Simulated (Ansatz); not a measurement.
# Ba2IClF2: complex band structure, part 3 of 3

Aim: relax a made-up compound, Ba2IClF2, and see how good a tunnel barrier it would be. It is built by putting Cl for Br in the Ba2IBrF2 structure of space group P4mm, with the volume rescaled by atomic radii. The parent structure comes from the Materials Project.

Ansatz 0.2.0; r2SCAN DFT, plane waves, PAW files (the session's first sound run).

So far, gap on the k-mesh (eV): step 3 (the bulk crystal and its band edges) 5.01; step 4 (complex bands, plane (001)) 5.01.

The structure was built from a prototype and need not be the compound's stable phase.

## 7. Band edges at another level, cutoff 420 eV

This step: PBE DFT, plane waves, PAW files (Ansatz 0.2.0).

The edges again with PBE, at the same atoms. Against that run the cutoff is 420 eV against 500.

File input.yaml:

```yaml
crystal:
  lattice:
    - [4.4731346947, 0.0, 0.0]
    - [0.0, 4.4731346947, 0.0]
    - [0.0, 0.0, 8.1925136293]
  atoms:
    - { symbol: Ba, position: [0.5, 0.5, 0.8442683951] }
    - { symbol: Ba, position: [0.0, 0.0, 0.1955810019] }
    - { symbol: I, position: [0.0, 0.0, 0.6362804943] }
    - { symbol: Cl, position: [0.5, 0.5, 0.306484311] }
    - { symbol: F, position: [0.5, 0.0, 0.0086928988] }
    - { symbol: F, position: [0.0, 0.5, 0.0086928988] }
kpoints:
  mp_grid: { grid: [6, 6, 4] }
  band_path: { path: [VBM, CBM], npoints: 30 }
scf:
  occupations: { method: fixed }
hamiltonian:
  xc: pbe
output:
  eigenvalues: true
```

The run is started by

```
ansatz run input.yaml --threads 2 --pin off --max-ram 4096MiB --backend cpu --events-out ev --progress --plain --runs-dir out
```

Numbers of over 12 decimals in the logs are rounded to 6 here.

The program printed:

```text
[...]
Crystal: 6 atoms, lattice volume = 163.923 Å³
Basis set: ecut = 420 eV, 3251 PW (Γ)
Bands: 35, of which v1, the nominal top of the filled ones, is band 29 counted from 1 (28 counted from 0)
Symmetry: 8 space group operations
[...]
k-points: 30 of 144 (time reversal used)
[...]
SCF iter   1: F=—  HF=-22121.113208 eV  |F-HF|=—  |Δ(HF+E_count)|=         —  Δρ=8.47e-4  dr2=1.25e-3  ethr=1.77e-3  ⟨swp⟩=6.3  Hψ=4368  notcnv=0  defer=105
[...]
SCF iter   7: F=-22121.115103 eV  HF=-22121.115103 eV  |F-HF|=2.10e-9  |Δ(HF+E_count)|=   1.17e-7  Δρ=1.97e-6  dr2=7.22e-9  ethr=1.72e-10  ⟨swp⟩=15.0  Hψ=6362  notcnv=0
SCF 1 converged in 7 iterations: F = -22121.115103 eV  dr2 = 7.22e-9
[...]
SCF converged after 7 iterations
Free energy (F): -22121.115103 eV
[...]
Internal energy: -22121.115103 eV  (E = F + TS)
E sigma→0 (E₀):  -22121.115103 eV
Fermi energy:    5.139407 eV
[...]
--- Band table (eV; the first three rows and the last of 30) ---
  k-point 0: bands = [... 25 lower, 4.0553, 4.8102, 5.1394, 5.1394, 9.6683, 10.1483, 10.3692, 10.8397, ... 2 higher]
  k-point 1: bands = [... 25 lower, 4.0690, 4.6380, 5.1289, 5.1289, 9.7822, 10.4778, 10.6414, 10.7143, ... 2 higher]
  k-point 2: bands = [... 25 lower, 4.0829, 4.4280, 5.1181, 5.1181, 9.9769, 10.3698, 10.8299, 11.3924, ... 2 higher]
  k-point 29: bands = [... 25 lower, 4.1652, 4.3048, 4.3048, 4.5181, 11.2072, 11.2072, 11.3194, 11.6411, ... 2 higher]
```

Elapsed: 30 s, on 2 threads of Arm Neoverse V2, shared host; peak memory 0.43 GiB; 60 s of CPU time.

This step gave:

| Quantity | Value |
| --- | --- |
| free energy | -22121.1151 eV |
| Fermi energy | 5.139 eV |
| gap on the k-mesh | 4.529 eV |
| gap on path | 4.529 eV, by band count; negative where bands overlap |
| direct gap on path | 4.529 eV |

Levels at VBM (eV): -3.45, -3.37, -3.30, -3.30, -2.81, -2.81, -1.45, -1.08, -1.08, -0.33, 0.00, 0.00, 4.53, 5.01, 5.23, 5.70, 6.22, 6.55.

The searched edges give 4.53 eV, as on the mesh.

## 8. Complex bands at another level, cutoff 420 eV

This step: PBE DFT, plane waves, PAW files; complex bands by layer matching along the plane's normal (Ansatz 0.2.0).

The complex bands at that level, over its own gap, at (0, 0) and (0.5, 0).

Changes to input.yaml since step 7:

```diff
@@ -2,5 +2,5 @@
   lattice:
-    - [4.4731346947, 0.0, 0.0]
-    - [0.0, 4.4731346947, 0.0]
-    - [0.0, 0.0, 8.1925136293]
+    - [4.473134695, 0.0, 0.0]
+    - [0.0, 4.473134695, 0.0]
+    - [0.0, 0.0, 8.192513629]
   atoms:
@@ -14,3 +14,2 @@
   mp_grid: { grid: [6, 6, 4] }
-  band_path: { path: [VBM, CBM], npoints: 30 }
 scf:
@@ -21 +20,6 @@
   eigenvalues: true
+  transmission:
+    leads: [[0, 0]]
+    kpoints: [[0.0, 0.0], [0.5, 0.0]]
+    e_range: [-1.0, 5.53]
+    de: 0.16
```

The program printed:

```text
[...]
Crystal: 6 atoms, lattice volume = 163.923 Å³
Basis set: ecut = 420 eV, 3251 PW (Γ)
Bands: 35, of which v1, the nominal top of the filled ones, is band 29 counted from 1 (28 counted from 0)
Symmetry: 8 space group operations
[...]
k-points: 30 of 144 (time reversal used)
[...]
SCF iter   1: F=—  HF=-22121.113208 eV  |F-HF|=—  |Δ(HF+E_count)|=         —  Δρ=8.47e-4  dr2=1.25e-3  ethr=1.77e-3  ⟨swp⟩=6.3  Hψ=4368  notcnv=0  defer=105
[...]
SCF iter   7: F=-22121.115103 eV  HF=-22121.115103 eV  |F-HF|=2.11e-9  |Δ(HF+E_count)|=   1.17e-7  Δρ=1.96e-6  dr2=7.22e-9  ethr=1.72e-10  ⟨swp⟩=15.0  Hψ=6361  notcnv=0
SCF 1 converged in 7 iterations: F = -22121.115103 eV  dr2 = 7.22e-9
[...]
transmission: 11 of 22 steps passed
transmission: 22 of 22 steps passed
SCF converged after 7 iterations
Free energy (F): -22121.115103 eV
[...]
Internal energy: -22121.115103 eV  (E = F + TS)
E sigma→0 (E₀):  -22121.115103 eV
Fermi energy:    5.139407 eV
[...]
--- Band table (eV; the first three rows and the last of 30) ---
  k-point 0: bands = [... 25 lower, 4.0553, 4.8102, 5.1394, 5.1394, 9.6683, 10.1483, 10.3692, 10.8397, ... 2 higher]
  k-point 1: bands = [... 25 lower, 4.0690, 4.6380, 5.1289, 5.1289, 9.7822, 10.4778, 10.6414, 10.7143, ... 2 higher]
  k-point 2: bands = [... 25 lower, 4.0829, 4.4280, 5.1181, 5.1181, 9.9769, 10.3698, 10.8299, 11.3924, ... 2 higher]
  k-point 29: bands = [... 25 lower, 4.1652, 4.3048, 4.3048, 4.5181, 11.2072, 11.2072, 11.3194, 11.6411, ... 2 higher]
--- Transmission ---
  basis      : 177 plane waves across, 11 finite elements along
  points     : 2, as listed
[...]
channels       : 0.000000e0 a spin
[...]
slowest decay  : 0.3551 /Å at (0.0000, 0.0000)
```

Elapsed: 21 s, on 2 threads; peak memory 0.68 GiB.

Numbers from this step:

```yaml
level_to_which_the_leads_are_filled: 2.264 eV from the Fermi level
decay_constant_at_the_filling_level_zone_centre: 0.3552 Å⁻¹
decay_constant_at_the_filling_level_slowest_listed_point: 0.3551 Å⁻¹
```

K parallel (0, 0); values up to 1.5 1/Å, a degenerate pair printed once or twice; energies at which all values exceed this have no row. The Im kz of the slowest decaying states by energy, zero at the highest filled level on the SCF mesh:

```tsv
energy (eV)	decay 1 (Å⁻¹)	decay 2 (Å⁻¹)	decay 3 (Å⁻¹)	decay 4 (Å⁻¹)
-1.00	0.131	0.276	0.584	0.978
-0.52	0.462	0.587	0.956	1.00
-0.04	0.200	0.207	0.583	0.928
0.44	0.296	0.575	0.601	0.895
0.76	0.326	0.566	0.708	0.870
1.24	0.350	0.551	0.827	0.865
1.72	0.358	0.531	0.778	0.887
2.20	0.355	0.507	0.722	0.902
2.68	0.343	0.478	0.656	0.911
3.16	0.322	0.443	0.578	0.916
3.64	0.290	0.399	0.478	0.905
3.96	0.262	0.364	0.392	0.870
4.44	0.163	0.203	0.296	0.811
4.92	0.0751	0.0864	0.190	0.744
5.40	0.664	0.684	0.768	1.16
```

K parallel (0.5, 0); values up to 1.5 1/Å, a degenerate pair printed once or twice; energies at which all values exceed this have no row. Table of Im kz of the slowest decaying states by energy, zero at the highest filled level on the SCF mesh:

```tsv
energy (eV)	decay 1 (Å⁻¹)	decay 2 (Å⁻¹)	decay 3 (Å⁻¹)	decay 4 (Å⁻¹)
-1.00	0.209	0.507	0.653	0.661
-0.68	0.473	0.606	0.614	0.738
-0.36	0.292	0.371	0.496	0.718
-0.04	0.399	0.441	0.449	0.705
0.28	0.472	0.569	0.597	0.801
0.60	0.481	0.609	0.633	0.818
0.92	0.483	0.615	0.669	0.825
1.24	0.481	0.615	0.694	0.826
1.56	0.476	0.611	0.710	0.821
1.88	0.469	0.604	0.721	0.812
2.20	0.458	0.593	0.728	0.799
2.52	0.446	0.579	0.732	0.782
2.84	0.431	0.563	0.734	0.761
3.16	0.414	0.542	0.735	0.737
3.48	0.394	0.518	0.708	0.734
3.80	0.371	0.490	0.674	0.733
4.12	0.345	0.456	0.634	0.733
4.44	0.315	0.415	0.586	0.737
4.76	0.278	0.350	0.374	0.527
5.08	0.205	0.230	0.362	0.446
5.40	0.140	0.304	0.315	0.806
```

At the listed wavevectors the last open channel is at -0.36 eV and the next at +4.60 eV on the grid, wider than the gap, since narrow bands can fall between grid energies. At +2.20 eV, the grid energy nearest the filling level (the middle of the gap on the SCF mesh), the slowest state at the listed wavevectors decays with κ = 0.355 Å⁻¹, its amplitude falling by e over 2.8 Å; the first such run, plane (001), gave 0.380 Å⁻¹.

## 9. What came out

- band gap: 5.01 eV
- least decay constant at mid-gap, normal to (001): 0.380 Å⁻¹
- least decay constant at mid-gap, normal to (100): 0.339 Å⁻¹
- least decay constant on a mesh, normal to (001): 0.378 Å⁻¹
- least decay constant, PBE: 0.355 Å⁻¹

What this shows: With r2SCAN, the slowest decay at the wavevectors tried is κ = 0.339 Å⁻¹, normal to (100). Through such a film the transmission near mid-gap falls as exp(−2κd), a factor of ten every 3.4 Å. The directions tried decay at nearly the same rate. A free electron under a barrier of half the gap would need a mass of 0.17 mₑ to decay at this rate. With PBE the gap goes from 5.01 to 4.53 eV and the decay constant, over the first 2 listed wavevectors, from 0.380 to 0.355 Å⁻¹. The compound is made up by substitution; its stability against other phases and against distortions of the cell's symmetry was not tested. r2SCAN still narrows gaps, if less than LDA and GGA do, while spin-orbit coupling, left out here, narrows them in compounds of heavy elements, so the error in κ can go either way.

[Logs are printed without paths, hosts, clocks, repeated set-up lines and the standing remarks that a program may print on its own settings, such as how far it seeks lower states.]

[Hosts, paths, dates, database ids (printed as entryN), source tags and the programs' standing remarks are cut or masked in the printed files.]
